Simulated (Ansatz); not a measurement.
# KFe4As3: relaxing a made-up structure, part 2 of 2

This structure for KFe4As3 is made up. Its elements were placed in a known structure type with a cell scaled to their sizes. What cell does the guess relax to, and how far off was it?

Ansatz 0.2.0; DFT, PBE, plane-wave PAW, files of the set soft_1, scalar-relativistic, ferromagnetic start, cell and ions relaxed at zero pressure; PAW set soft_1 (the session's first sound run).

So far: Set-up; Relaxation of the guess. The relaxed cell has a = 3.847, c = 34.506 Å (conventional setting).

## 3. Electronic structure of the relaxed cell

A second self-consistent run takes a narrower smearing and the mesh shown in its input; the bands follow along the standard path of the relaxed lattice.

This step: DFT, PBE, plane-wave PAW, files of the set soft_1, scalar-relativistic, ferromagnetic start, bands and density of states at the relaxed cell; PAW set soft_1 (Ansatz 0.2.0).

input.yaml reads:

```yaml
crystal:
  lattice:
    - [1.9233084442, 1.110422648, 11.5019046225]
    - [-1.9233084442, 1.110422648, 11.5019046225]
    - [0.0, -2.220845296, 11.5019046225]
  atoms:
    - { symbol: As, position: [0.0, 0.0, 0.0] }
    - { symbol: As, position: [0.7620525466, 0.7620525466, 0.7620525466] }
    - { symbol: As, position: [0.2379474534, 0.2379474534, 0.2379474534] }
    - { symbol: Fe, position: [0.6924534052, 0.6924534052, 0.6924534052], spin: 1.7 }
    - { symbol: Fe, position: [0.3075465948, 0.3075465948, 0.3075465948], spin: 1.7 }
    - { symbol: Fe, position: [0.9317675876, 0.9317675876, 0.9317675876], spin: 2.3 }
    - { symbol: Fe, position: [0.0682324124, 0.0682324124, 0.0682324124], spin: 2.3 }
    - { symbol: K, position: [0.5, 0.5, 0.5] }
magnetization:
  spin_polarized: true
kpoints:
  mp_grid: { grid: [10, 10, 10] }
  band_path:
    path:
      - [[0.0, 0.0, 0.0], [0.5, 0.0, 0.0], [0.5, 0.1728803, -0.1728803]]
      - [[0.8271197, 0.5, 0.1728803], [0.5, 0.5, 0.5], [0.0, 0.0, 0.0], [0.33644015, 0.0, -0.33644015]]
      - [[0.66355985, 0.33644015, 0.0], [0.5, 0.5, 0.0], [0.66355985, 0.66355985, 0.1728803], [0.5, 0.5, 0.5]]
      - [[0.5, 0.0, 0.0], [0.8271197, 0.33644015, 0.33644015]]
    npoints: 8
scf:
  occupations: { method: fermi_dirac, width: 0.03 }
  n_extra_bands: 16
hamiltonian:
  xc: pbe
  pseudopotentials: { kind: paw, azcp: { folder: soft_1 } }
output:
  forces: true
  stress: true
  write_bands: true
  dos: { projected: true }
  write_density: true
  write_potential: true
  elf: true
  volumetric_format: npy
```

The run is started by

```sh
$ ansatz run input.yaml --threads 4 --pin off --max-ram 10240MiB --backend cpu --events-out ev --progress --plain --runs-dir out
```

Numbers of over 12 decimals in the logs are rounded to 6 here.

The log of the run:

```text
Warning: the band count 75 (scf.n_extra_bands) hosts the net moment |M| = 8.0000 μB (N_el = 118) but caps the reachable moment at 2·n_bands − N_el = 32.0000 μB, below the 76 bands that the automatic rule leaves for it — a moment growing past the seed, or the majority channel's smearing tail, pins there with fewer empty majority states than that count leaves; raise or omit scf.n_extra_bands unless the cap is intended
[...]
Crystal: 8 atoms, lattice volume = 147.387 Å³
Basis set: ecut = 420 eV, 2871 PW (Γ), FFT grids on a1−a2, a2, −a2+a3, exchange–correlation on 54×160×54 points (8 copies of the dense FFT grid, shifted against one another)
Bands: 75, of which v1, the nominal top of the filled ones, is band 59 counted from 1 (58 counted from 0)
Symmetry: 12 space group operations
[...]
k-points: 116 of 1000
[...]
Starting moments: Σ|m| = 8 μB on 4 of 8 sites
[...]
SCF iter   1: F=—  HF=-34031.257710 eV  |F-HF|=—  |Δ(HF+E_count)|=         —  Δρ=7.51e-2 (↑2.59e-2 ↓7.51e-2)  dr2=5.28e1  dr2_m=1.36e0  M=9.060 μB ∫|m|=9.562 μB  β_m=0.30  ethr=3.10e-3  ⟨swp⟩=6.4  Hψ=64752  notcnv=0  defer=93
[...]
SCF iter  22: F=-34028.636071 eV  HF=-34028.636071 eV  |F-HF|=9.50e-8  |Δ(HF+E_count)|=   2.10e-9  Δρ=5.19e-6 (↑1.58e-6 ↓5.19e-6)  dr2=9.85e-8  dr2_m=4.54e-9  M=7.898 μB ∫|m|=8.622 μB  ethr=1.31e-11  ⟨swp⟩=12.8  Hψ=122977  notcnv=0
SCF 1 converged in 22 iterations: F = -34028.636071 eV  dr2 = 9.85e-8
[...]
NSCF: frozen V_eff on 76 k-points
SCF converged after 22 iterations
Magnetization: 7.8976 μB (62.9488 up, 55.0512 down)
Absolute magnetization: 8.6243 μB (∫|ρ↑−ρ↓|, with the PAW one-centre terms)
[...]
Per-site moments (μB) at R_I (Å): [(-0.075644, 0.971193), (-0.047550, 0.990647), (-0.047550, 0.990647), (1.617731, 0.986891), (1.617731, 0.986891), (2.247375, 0.971193), (2.247375, 0.971193), (0.016866, 1.366973)]
Free energy (F): -34028.636071 eV
[...]
Internal energy: -34028.619534 eV  (E = F + TS)
E sigma→0 (E₀):  -34028.627803 eV
Entropy (-TS):   -0.016537 eV (-2.067 meV/atom)
Fermi energy:    11.210479 eV
[...]
--- Forces (eV/Å), atoms counted from 1 ---
  atom   1  As    -0.00000000     0.00000000    -0.00000000
  atom   2  As    -0.00000000     0.00000000    -0.01672255
  atom   3  As     0.00000000     0.00000000     0.01672255
  atom   4  Fe    -0.00000000    -0.00000000    -0.00337205
  atom   5  Fe     0.00000000     0.00000000     0.00337205
  atom   6  Fe    -0.00000000    -0.00000000    -0.00837171
  atom   7  Fe     0.00000000     0.00000000     0.00837171
  atom   8  K      0.00000000     0.00000000     0.00000000
  max |Σ_I F_I| component: 3.37e-29 eV/Å
--- Stress (GPa, compression-positive) ---
       -0.542817      -0.000000      -0.000000
       -0.000000      -0.542817       0.000000
       -0.000000       0.000000      -0.034508
  P = ⅓ Tr σ = -0.3734 GPa (-3.734 kbar)
--- Band table (eV; the first three rows and the last of 232) ---
  k-point 0 ↑: bands = [... 55 lower, 9.7052, 9.7052, 9.9719, 10.3957, 10.3957, 12.8305, 12.9641, 12.9641, ... 12 higher]
  k-point 1 ↑: bands = [... 55 lower, 9.6810, 9.6980, 9.8721, 10.3732, 10.4324, 12.2300, 12.3673, 12.6782, ... 12 higher]
  k-point 2 ↑: bands = [... 55 lower, 9.5436, 9.6103, 9.7507, 10.2982, 10.5337, 11.1278, 11.3950, 12.0330, ... 12 higher]
  k-point 115 ↓: bands = [... 55 lower, 11.3151, 11.7000, 11.9743, 11.9991, 11.9991, 12.4083, 13.9275, 13.9275, ... 12 higher]
```

Elapsed: 2.7 min, on 4 threads of Arm Neoverse V1, shared host; peak memory 1.8 GiB.

Numbers from this step:

* free energy: -34028.6361 eV
* energy at zero smearing: -34028.6278 eV
* smearing term TS: 0.01654 eV
* Fermi energy: 11.21 eV
* magnetization: 7.898 μB
* absolute magnetization: 8.624 μB
* site moments: -0.07564, -0.04755, -0.04755, 1.618, 1.618, 2.247, 2.247, 0.01687 μB
* pressure: -0.3734 GPa

From bands.tsv, the bands that come nearest the Fermi level along the path, at its corners, in eV from the Fermi level:

```
point  band_60_up  band_61_up  band_62_up  band_63_up  band_53_dn  band_54_dn  band_55_dn  band_56_dn
    Γ        1.62        1.75        1.75        1.81        0.09        0.09        0.10        0.29
    L       -1.16       -1.03       -0.72       -0.61       -0.32       -0.22        0.07        0.18
   B1       -1.36       -1.07       -0.60       -0.58       -0.56       -0.38        0.08        0.08
    B       -1.36       -1.07       -0.60       -0.58       -0.56       -0.38        0.08        0.08
    Z        0.40        1.70        1.70        1.90        0.09        0.09        0.10        0.49
    Γ        1.62        1.75        1.75        1.81        0.09        0.09        0.10        0.29
    X       -1.36       -1.07       -0.60       -0.58       -0.56       -0.38        0.08        0.08
    Q       -1.36       -1.07       -0.60       -0.58       -0.56       -0.38        0.08        0.08
    F       -1.14       -1.01       -0.85       -0.52       -0.32       -0.31        0.07        0.13
   P1       -1.15       -1.01       -0.83       -0.53       -0.32       -0.29        0.07        0.14
    Z        0.40        1.70        1.70        1.90        0.09        0.09        0.10        0.49
    L       -1.16       -1.03       -0.72       -0.61       -0.32       -0.22        0.07        0.18
    P       -1.15       -1.01       -0.83       -0.53       -0.32       -0.29        0.07        0.14
```

Site moment by atom:

```
atom  site moment (μB)
 As1             -0.08
 As2             -0.05
 As3             -0.05
 Fe4              1.62
 Fe5              1.62
 Fe6              2.25
 Fe7              2.25
  K8              0.02
```

Spin density in the ac plane of the cell as run, not the conventional one, at fractional y = 0.000, with atoms of As within 0.2 Å of it.

Values in e/Å³, 13 rows by 16 columns, each cell a mean:
```
0.0 0.0 0.0 0.4 0.3 0.0 0.0 0.0 0.0 0.0 0.0 0.0 0.3 1.7 0.9 0.0
0.0 0.0 0.0 0.0 0.1 0.1 0.0 0.0 0.0 0.0 0.0 0.0 0.0 0.3 2.0 1.2
0.7 0.0 0.0 0.0 0.0 0.0 0.0 0.0 0.0 0.0 0.0 0.0 0.0 0.0 0.1 1.0
0.2 0.2 0.0 0.0 0.0 0.0 0.0 0.0 0.0 0.0 0.0 0.0 0.0 0.0 0.0 0.0
0.0 0.0 0.1 0.0 0.0 0.0 0.0 0.0 0.0 0.0 0.0 0.0 0.0 0.0 0.0 0.0
0.0 0.0 0.0 0.0 0.0 0.0 0.0 0.0 0.0 0.0 0.0 0.0 0.0 0.0 0.0 0.0
0.0 0.0 0.0 0.0 0.0 0.0 0.0 0.0 0.0 0.0 0.0 0.0 0.0 0.0 0.0 0.0
0.0 0.0 0.0 0.0 0.0 0.0 0.0 0.0 0.0 0.0 0.0 0.0 0.0 0.0 0.0 0.0
0.0 0.0 0.0 0.0 0.0 0.0 0.0 0.0 0.0 0.0 0.0 0.0 0.0 0.0 0.1 0.0
0.1 0.0 0.0 0.0 0.0 0.0 0.0 0.0 0.0 0.0 0.0 0.0 0.0 0.0 0.1 0.4
1.4 0.5 0.0 0.0 0.0 0.0 0.0 0.0 0.0 0.0 0.0 0.0 0.0 0.0 0.0 0.3
0.5 2.2 0.9 0.0 0.0 0.0 0.0 0.0 0.0 0.0 0.1 0.1 0.0 0.0 0.0 0.0
0.0 0.3 1.5 0.8 0.0 0.0 0.0 0.0 0.0 0.0 0.0 0.2 0.7 0.2 0.0 0.0
```
Columns run along a (11.7 Å), rows up along c (11.7 Å). Atoms in or near the plane, at fractional coordinates: As at (0.00, 0.00).

Valence density in the ac plane of the cell as run, not the conventional one, at fractional y = 0.000, with atoms of As within 0.2 Å of it. It is the smooth field of the valence electrons, not physical close to the nuclei.

Values in e/Å³, 13 rows by 16 columns, each cell a mean:
```
19  8  1  3  2  0  0  0  0  0  0  0  2 12  6  2
 1  5  2  0  1  1  0  0  0  0  0  0  0  2 13  8
 4  1  1  1  0  0  0  0  0  0  0  0  0  0  1  7
 1  1  0  0  0  0  0  0  0  1  0  0  0  0  0  0
 0  0  0  0  0  0  0  0  0  0  1  0  0  0  0  0
 0  0  0  0  0  0  0  0  0  0  0  1  0  0  0  0
 0  0  0  0  0  0  0  0  0  0  0  0  0  0  0  0
 0  0  0  0  1  0  0  0  0  0  0  0  0  0  0  0
 0  0  0  0  0  1  1  0  0  0  0  0  0  0  1  0
 1  0  0  0  0  0  0  1  0  0  0  0  0  0  1  2
 9  3  0  0  0  0  0  0  0  0  0  0  1  1  1  2
 3 15  6  0  0  0  0  0  0  0  0  1  0  1  7  3
 9  2 10  5  0  0  0  0  0  0  0  1  4  2  3 21
```
Columns run along a (11.7 Å), rows up along c (11.7 Å). Atoms in or near the plane, at fractional coordinates: As at (0.00, 0.00).

ELF in the ac plane of the cell as run, not the conventional one, at fractional y = 0.000, with atoms of As within 0.2 Å of it. It is the smooth field of the valence electrons, not physical close to the nuclei.

Values, 13 rows by 16 columns, each cell a mean:
```
0.21 0.34 0.40 0.34 0.27 0.41 0.54 0.29 0.04 0.05 0.23 0.31 0.26 0.56 0.40 0.42
0.41 0.39 0.46 0.46 0.26 0.22 0.54 0.67 0.46 0.10 0.02 0.10 0.19 0.22 0.59 0.45
0.38 0.37 0.54 0.58 0.48 0.28 0.31 0.60 0.69 0.59 0.18 0.02 0.06 0.16 0.20 0.42
0.28 0.25 0.31 0.49 0.56 0.38 0.25 0.39 0.59 0.64 0.66 0.28 0.03 0.04 0.19 0.29
0.49 0.39 0.23 0.28 0.32 0.40 0.27 0.18 0.35 0.55 0.60 0.68 0.38 0.05 0.04 0.25
0.31 0.63 0.61 0.43 0.31 0.19 0.25 0.23 0.15 0.28 0.52 0.61 0.69 0.46 0.08 0.04
0.03 0.31 0.67 0.66 0.56 0.35 0.16 0.20 0.24 0.16 0.25 0.48 0.62 0.69 0.49 0.10
0.10 0.03 0.25 0.66 0.65 0.57 0.41 0.18 0.18 0.29 0.21 0.25 0.35 0.49 0.64 0.46
0.36 0.09 0.02 0.18 0.60 0.65 0.58 0.47 0.23 0.21 0.41 0.39 0.32 0.22 0.28 0.44
0.27 0.23 0.09 0.02 0.11 0.52 0.68 0.62 0.49 0.29 0.31 0.54 0.55 0.42 0.25 0.30
0.51 0.28 0.17 0.10 0.03 0.06 0.41 0.68 0.66 0.41 0.24 0.38 0.57 0.54 0.47 0.33
0.36 0.63 0.37 0.19 0.17 0.05 0.03 0.26 0.61 0.63 0.30 0.23 0.36 0.51 0.31 0.44
0.37 0.36 0.53 0.37 0.28 0.33 0.13 0.02 0.14 0.43 0.49 0.27 0.37 0.34 0.43 0.17
```
Columns run along a (11.7 Å), rows up along c (11.7 Å). Atoms in or near the plane, at fractional coordinates: As at (0.00, 0.00).

## 4. Outcome

```yaml
space_group_relaxed: R-3m
conventional_cell: a = 3.847, b = 3.847, c = 34.506 Å; α = 90.0°, β = 90.0°, γ = 120.0°
volume_per_atom: 18.42 Å³ (guess 19.37)
total_moment: 8.15 μB in the cell of 8 atoms
```

In words: KFe4As3 relaxes to R-3m with a = 3.847, b = 3.847 and c = 34.506 Å. The guessed volume was 5 % too large. The space group R-3m was held in the relaxation, so the end point is a stationary structure within it and may be a saddle against distortions or other arrangements. The input starts from parallel moments, and no other start was typed. Bands cross the Fermi level, so it is a metal or semimetal at this level. On the 10×10×10 mesh with the narrower smearing (relaxed on 8×8×8) the largest force component is 0.017 eV/Å and the largest stress component is 0.543 GPa, against the relaxation's thresholds of 0.015 eV/Å and 0.05 GPa. The cutoff wasn't tested. No dispersion term is used, so weakly bound directions may come out too long. Nothing here tests whether the compound is stable against decomposition.

[Logs are printed without paths, hosts, clocks, repeated set-up lines and the standing remarks that a program may print on its own settings, such as how far it seeks lower states.]

[Hosts, paths, dates, database ids (printed as entryN), source tags and the programs' standing remarks are cut or masked in the printed files.]
